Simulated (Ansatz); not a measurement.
# AlN (P6_3mc): modes against biaxial strain in the (0001) plane, that of a and b, part 2 of 4

Wanted: the shifts of the zone-centre modes of AlN (P6_3mc) with strain.

Ansatz 0.2.0; DFT LDA, scalar-relativistic, plane waves, PAW; PAW set soft_1.

So far. Step 3 (Tight relaxation): The largest force component left is 0.030 meV/Å and the pressure is -0.002 GPa, within the tolerances set. The cell now holds 10.21 Å³/atom.

The database entry behind the starting cell differs from later determinations by our own check (inner coordinate u about 0.002 short), so it need not match the best structure at ambient conditions.

## 4. Zone-centre response at rest

The modes at rest are the reference of the series, and the response to a field gives the dielectric tensor and the Born charges.

input.yaml

```yaml
crystal:
  lattice:
    - [3.0886224673, 0.0, 0.0]
    - [-1.5443112336, 2.6748255194, 0.0]
    - [0.0, 0.0, 4.9431753238]
  atoms:
    - { symbol: "N", position: [0.3333333333, 0.6666666667, 0.3809902453] }
    - { symbol: "N", position: [0.6666666667, 0.3333333333, 0.8809902453] }
    - { symbol: Al, position: [0.3333333333, 0.6666666667, -0.0009902453] }
    - { symbol: Al, position: [0.6666666667, 0.3333333333, 0.4990097547] }
kpoints:
  mp_grid: { grid: [9, 9, 6] }
hamiltonian:
  xc: lda
  pseudopotentials: { kind: paw, azcp: { folder: soft_1 }, xc_functional: pbe }
scf:
  occupations: { method: fixed }
output:
  eigenvalues: true
phonons:
  method: dfpt
  dielectric: true
  rigid_motions: translations
```

Launch:

```sh
ansatz run input.yaml --threads 8 --pin off --max-ram 16384MiB --backend cpu --events-out ev --progress --plain --runs-dir out
```

Numbers of over 12 decimals in the logs are rounded to 6 here.

What it wrote:

```text
[...]
Crystal: 4 atoms, lattice volume = 40.838 Å³
Basis set: ecut = 420 eV, 785 PW (Γ), exchange–correlation on 48×48×72 points (8 copies of the dense FFT grid, shifted against one another)
Bands: 12, of which v1, the nominal top of the filled ones, is band 8 counted from 1 (7 counted from 0)
Symmetry: 12 space group operations
k-points: 140 of 486 (irreducible under 2 space group operations, time reversal used)
[...]
SCF iter   1: F=—  HF=-1782.778200 eV  |F-HF|=—  |Δ(HF+E_count)|=         —  Δρ=1.38e-1  dr2=9.31e0  ethr=3.10e-3  ⟨swp⟩=4.8  Hψ=9103  notcnv=0  defer=118
[...]
SCF iter   8: F=-1779.712745 eV  HF=-1779.712745 eV  |F-HF|=4.14e-11  |Δ(HF+E_count)|=  8.69e-11  Δρ=4.80e-7  dr2=6.29e-11  ethr=1.00e-12  ⟨swp⟩=6.9  Hψ=9774  notcnv=0
SCF 1 converged in 8 iterations: F = -1779.712745 eV  dr2 = 6.29e-11
[...]
NSCF: frozen V_eff on 4 k-points
DFPT response loops at Γ: preconditioner auto → none (the input reference at scf.mixing.eps_inf says where Resta's filter doesn't serve); β = 0.50; Broyden in place of MSR1
── the response to a field inside a basis, on 10×10×6 k-points: an SCF that follows is theirs, and a resumed run solves both again ──
Bands: 9, of which v1, the nominal top of the filled ones, is band 8 counted from 1 (7 counted from 0)
k-points: 90 of 600 (irreducible under 4 space group operations, time reversal used)
[...]
Eigensolver: Dense (90 Hₖ)
SCF iter   1: F=—  HF=-1779.715041 eV  |F-HF|=—  |Δ(HF+E_count)|=         —  Δρ=4.18e-4  dr2=9.88e-6  ethr=1.00e-1
[...]
SCF iter   4: F=-1779.715043 eV  HF=-1779.715043 eV  |F-HF|=2.97e-10  |Δ(HF+E_count)|=   3.08e-7  Δρ=5.86e-6  dr2=3.79e-9  ethr=7.19e-9
SCF 1 converged in 4 iterations: F = -1779.715043 eV  dr2 = 3.79e-9
[...]
SCF converged after 8 iterations
Free energy (F): -1779.712745 eV
[...]
Internal energy: -1779.712745 eV  (E = F + TS)
E sigma→0 (E₀):  -1779.712745 eV
Fermi energy:    7.095272 eV
[...]
--- Band table (eV; the first three rows and the last of 140) ---
  k-point 0: bands = [... 4 lower, 6.2090, 6.8672, 6.8672, 7.0953, 11.5111, 13.8318, 17.7538, 18.2026]
  k-point 1: bands = [... 4 lower, 6.2507, 6.4977, 6.8205, 6.8205, 11.9883, 13.9061, 17.5741, 18.1707]
  k-point 2: bands = [... 4 lower, 6.3658, 6.3658, 6.6950, 6.6950, 12.9180, 13.9913, 17.2792, 18.2228]
  k-point 139: bands = [... 4 lower, 4.4644, 4.4644, 5.9916, 5.9916, 13.6393, 13.6393, 16.4203, 16.4203]
--- Phonons (Γ-DFPT): 4 representative perturbations + reference, on 140 of 486 k-points (Σ response iterations 12) ---
  k mesh reduced under 2 symmetry operations, with k and −k counted as one. Each operation leaves every solved perturbation unchanged. A smaller set is not considered because the run solves the response to a homogeneous field
  ASR residual: 7.686e-5 → 0.000e0 eV/Å²; symmetrization residual: 4.435e-6 eV/Å²
  ASR residual per site (eV/Å²): 7.69e-5 7.69e-5 6.61e-5 6.61e-5
  Γ frequencies (cm⁻¹): 0.00 0.00 0.00 239.52 239.52 553.57 620.94 667.53 667.53 678.89 678.89 729.81
  ε∞ (high-frequency dielectric tensor):
        4.398599    -0.000000     0.000000
       -0.000000     4.398599    -0.000000
        0.000000    -0.000000     4.621441
  ε⁰ (static dielectric tensor: ions relaxed, cell fixed):
        8.012992    -0.000000     0.000000
       -0.000000     8.012992    -0.000000
        0.000000    -0.000000     9.510772
  ε⁰ − ε∞ (ionic part):
        3.614393    -0.000000     0.000000
       -0.000000     3.614393    -0.000000
        0.000000    -0.000000     4.889330
  softest optical mode at Γ: 239.52 cm⁻¹; the repairs (sum rule, projections) moved no ω² at Γ by more than (1.59 cm⁻¹)²
  Born effective charges Z* (e; rows j = field, columns β = displacement):
    site 0:
        -2.52466    0.00000   -0.00000
         0.00000   -2.52466    0.00000
        -0.00000    0.00000   -2.68569
    site 1:
        -2.52466    0.00000   -0.00000
         0.00000   -2.52466   -0.00000
        -0.00000   -0.00000   -2.68569
    site 2:
         2.52466   -0.00000    0.00000
        -0.00000    2.52466   -0.00000
         0.00000   -0.00000    2.68569
    site 3:
         2.52466   -0.00000    0.00000
        -0.00000    2.52466   -0.00000
         0.00000    0.00000    2.68569
  Z* charge neutrality: 2.950e-4 e pre-enforcement
  solved inside a basis spanned on kpoints, on 10×10×6 k-points, its susceptibility summed on 16×16×10: ε∞ is read to err by 1.3e-2, Z* by 9.5e-3 e (field_mesh: kpoints solves on kpoints); Z* is corrected for what the basis lacks
  optical modes at Γ without the LO–TO term, one row a degenerate level:
      ω (cm⁻¹)  modes    IR ((D/Å)²/amu)
        239.52      2             0.0000
        553.57      1             0.0000
        620.94      1            36.0956
        667.53      2             0.0000
        678.89      2            63.7936
        729.81      1             0.0000
  optical modes at Γ + LO–TO along q̂ = [1.0000, 0.0000, 0.0000]:
      ω (cm⁻¹)  modes    IR ((D/Å)²/amu)
        239.52      2             0.0000
        553.57      1             0.0000
        620.94      1            36.0956
        667.53      2             0.0000
        678.89      1            31.8968
        729.81      1             0.0000
        916.31      1            31.8968
  optical modes at Γ + LO–TO along q̂ = [0.0000, 1.0000, 0.0000]:
      ω (cm⁻¹)  modes    IR ((D/Å)²/amu)
        239.52      2             0.0000
        553.57      1             0.0000
        620.94      1            36.0956
        667.53      2             0.0000
        678.89      1            31.8968
        729.81      1             0.0000
        916.31      1            31.8968
  optical modes at Γ + LO–TO along q̂ = [0.0000, 0.0000, 1.0000]:
      ω (cm⁻¹)  modes    IR ((D/Å)²/amu)
        239.52      2             0.0000
        553.57      1             0.0000
        667.53      2             0.0000
        678.89      2            63.7936
        729.81      1             0.0000
        890.78      1            36.0956
```

It took 16 s on 8 threads of Arm Neoverse V1, shared host; peak memory 0.6 GiB; 1.9 min of CPU time.

This step gave:

| Quantity | Value |
| --- | --- |
| sum-rule residual before enforcement | 7.69e-5 eV/Å² |
| miss of the charge sum rule | 2.95e-4 e |
| estimated error of the dielectric tensor | 0.01282 |
| estimated error of the Born charges | 0.009507 e |
| point group | 6mm |
| highest optical mode at the zone centre (no LO-TO term) | 729.8 cm⁻¹ |
| lowest optical zone-centre mode | 239.5 cm⁻¹ |
| mean high-frequency dielectric constant | 4.473 |
| largest Born charge (third of the trace) | -2.578 e |
| mean static dielectric constant | 8.512 |
| top of the zone-centre spectrum with the field | 916.3 cm⁻¹ |

Without the LO-TO term. Patterns of degenerate modes are one choice out of their space. Modes at Γ, with each element's share of the kinetic energy:

```
mode  frequency (cm⁻¹)  symmetry  N %  Al %
   1               0.0  acoustic   34    66
   2               0.0  acoustic   34    66
   3               0.0  acoustic   34    66
   4             239.5        E2   29    71
   5             239.5        E2   29    71
   6             553.6        B1    0   100
   7             620.9        A1   66    34
   8             667.5        E2   71    29
   9             667.5        E2   71    29
  10             678.9        E1   66    34
  11             678.9        E1   66    34
  12             729.8        B1  100     0
```

Displacements in mode 4 (239.5 cm⁻¹), the largest set to 1:
```
N1   0.00 -0.89  0.00
N2   0.00  0.89  0.00
Al3  0.00  1.00  0.00
Al4  0.00 -1.00  0.00
```

Displacements in mode 12 (729.8 cm⁻¹), the largest set to 1:
```
N1   0.00  0.00 -1.00
N2   0.00  0.00  1.00
Al3  0.00  0.00  0.00
Al4  0.00  0.00  0.00
```

Optical modes at the zone centre, without and with the macroscopic field of the longitudinal modes; each column is sorted by frequency, so a row need not hold one and the same mode. Modes with and without the field, by row:

```
rank among optical modes  no field (cm⁻¹)  q along (1, 0, 0) (cm⁻¹)  q along (0, 0, 1) (cm⁻¹)
                       1            239.5                     239.5                     239.5
                       2            239.5                     239.5                     239.5
                       3            553.6                     553.6                     553.6
                       4            620.9                     620.9                     667.5
                       5            667.5                     667.5                     667.5
                       6            667.5                     667.5                     678.9
                       7            678.9                     678.9                     678.9
                       8            678.9                     729.8                     729.8
                       9            729.8                     916.3                     890.8
```

Born charge (rows field, columns displacement) (e), principal values of the symmetric part by kind of site:

```
atom  atoms with these values    low  middle   high   mean
  N1                        2  -2.69   -2.52  -2.52  -2.58
 Al3                        2   2.52    2.52   2.69   2.58
```

In full for Al3:

```
2.52 0.00 0.00
0.00 2.52 0.00
0.00 0.00 2.69
```

High-frequency dielectric tensor:

```
4.40 0.00 0.00
0.00 4.40 0.00
0.00 0.00 4.62
```

Static dielectric tensor (ions relaxed, fixed cell):

```
8.01 0.00 0.00
0.00 8.01 0.00
0.00 0.00 9.51
```

Transverse modes. Infrared lines, with heights relative to the strongest:

```
position (cm⁻¹)  label  relative intensity
            240     E2                 0.0
            554     B1                 0.0
            621     A1                  57
            668     E2                 0.0
            679     E1                 100
            730     B1                 0.0
```

Before it was imposed, the acoustic sum rule was missed by 7.7e-5 eV/Å² and the charge sum rule by 3.0e-4 e. Small misses are needed for a sound result but don't prove that mesh and cutoff are converged. The lowest optical mode is real, 240 cm⁻¹.

## 5. Relaxation of a member: biaxial strain of +4 % in the (0001) plane, that of a and b

The cell takes a biaxial strain of +4 % in the (0001) plane, that of a and b. The strained lengths are held, while the rest of the cell and the atoms relax.

input.yaml, the sections that differ from step 4:

```yaml
crystal:
  lattice:
    - [3.2121673661, 0.0, 0.0]
    - [-1.606083683, 2.7818185402, 0.0]
    - [0.0, 0.0, 4.8432200349]
  atoms:
    - { symbol: "N", position: [0.3333333333, 0.6666666667, 0.3857557063] }
    - { symbol: "N", position: [0.6666666667, 0.3333333333, 0.8857557063] }
    - { symbol: Al, position: [0.3333333333, 0.6666666667, -0.0057557063] }
    - { symbol: Al, position: [0.6666666667, 0.3333333333, 0.4942442937] }
output:
  forces: true
  stress: true
  eigenvalues: true
relax:
  adjacent_minimum: "off"
  f_tol: 0.001
  max_steps: 60
  cell: { stress_tol: 0.01, fix: [a, b, gamma] }
# kpoints, hamiltonian, scf: as in step 4
# phonons: removed
```

What it wrote:

```text
[...]
Crystal: 4 atoms, lattice volume = 43.277 Å³
Basis set: ecut = 420 eV, 869 PW (Γ)
Bands: 12, of which v1, the nominal top of the filled ones, is band 8 counted from 1 (7 counted from 0)
Symmetry: 12 space group operations
[...]
k-points: 48 of 486 (time reversal used)
[...]
cell:  # Å, volume = 42.9174 Å³
    - [3.212167, -2.8867521934324852e-11, 1.483109232888235e-18]
    - [-1.606084, 2.781819, -7.415546164325773e-19]
    - [2.2361924308617546e-18, 0, 4.802936]
  atoms:
    - { symbol: N, position: [0.333333, 0.666667, 0.387599] }
    - { symbol: N, position: [0.666667, 0.333333, 0.887599] }
    - { symbol: Al, position: [0.333333, 0.666667, -0.00759852] }
    - { symbol: Al, position: [0.666667, 0.333333, 0.492401] }
[key lines of the parts left out:]
SCF converged after 4 iterations
Free energy (F): -1779.539554 eV
Fermi energy:    6.954622 eV
P = ⅓ Tr σ = -10.5489 GPa (-105.489 kbar)
```

Run time: 3.9 s. Hardware: 8 threads; peak memory 0.36 GiB; 25 s of CPU time.

Step by step:

```
step  energy less that of the first step (eV)  largest force component (eV/Å)  pressure (GPa)  volume (Å³)
   1                                   0.0000                          0.0758          -11.62        43.28
   2                                  -0.0021                          0.0642          -11.07        43.11
   3                                  -0.0035                          0.0053          -10.57        42.94
   4                                  -0.0035                          0.0009          -10.56        42.93
   5                                  -0.0035                          0.0000          -10.55        42.93
  6*                                  -0.0027                          0.0000          -10.58        42.93
   7                                  -0.0028                          0.0000          -10.55        42.92
  8*                                  -0.0027                          0.0000          -10.55        42.92
```

Relaxation steps marked * repeat the geometry before them on a plane-wave basis chosen anew for their cell, so energy and pressure can jump there.

Forces are held to the 12 operations that the run works with; a distortion that breaks them can't arise in this run.

```
conventional cell, symmetrised  before  after  change
                         a (Å)   3.212  3.212  +0.0 %
                         b (Å)   3.212  3.212  +0.0 %
                         c (Å)   4.843  4.803  -0.8 %
              volume (Å³/atom)   10.82  10.73  -0.8 %
```

The relaxed structure:

```xyz
4
Lattice="3.2122 0.0000 0.0000 -1.6061 2.7818 0.0000 0.0000 0.0000 4.8029" Properties=species:S:1:pos:R:3 pbc="T T T"
N     0.0000    1.8545    1.8616
N     1.6061    0.9273    4.2631
Al    0.0000    1.8545   -0.0365
Al    1.6061    0.9273    2.3650
```

This step gave:

* pressure: -10.55 GPa
* gap on the k-mesh: 3.597 eV
* volume per atom: 10.73 Å³

The largest force component left is 0.025 meV/Å.

[end of part 2 of 4]

[Logs are printed without paths, hosts, clocks, repeated set-up lines and the standing remarks that a program may print on its own settings, such as how far it seeks lower states.]

[Hosts, paths, dates, database ids (printed as entryN), source tags and the programs' standing remarks are cut or masked in the printed files.]
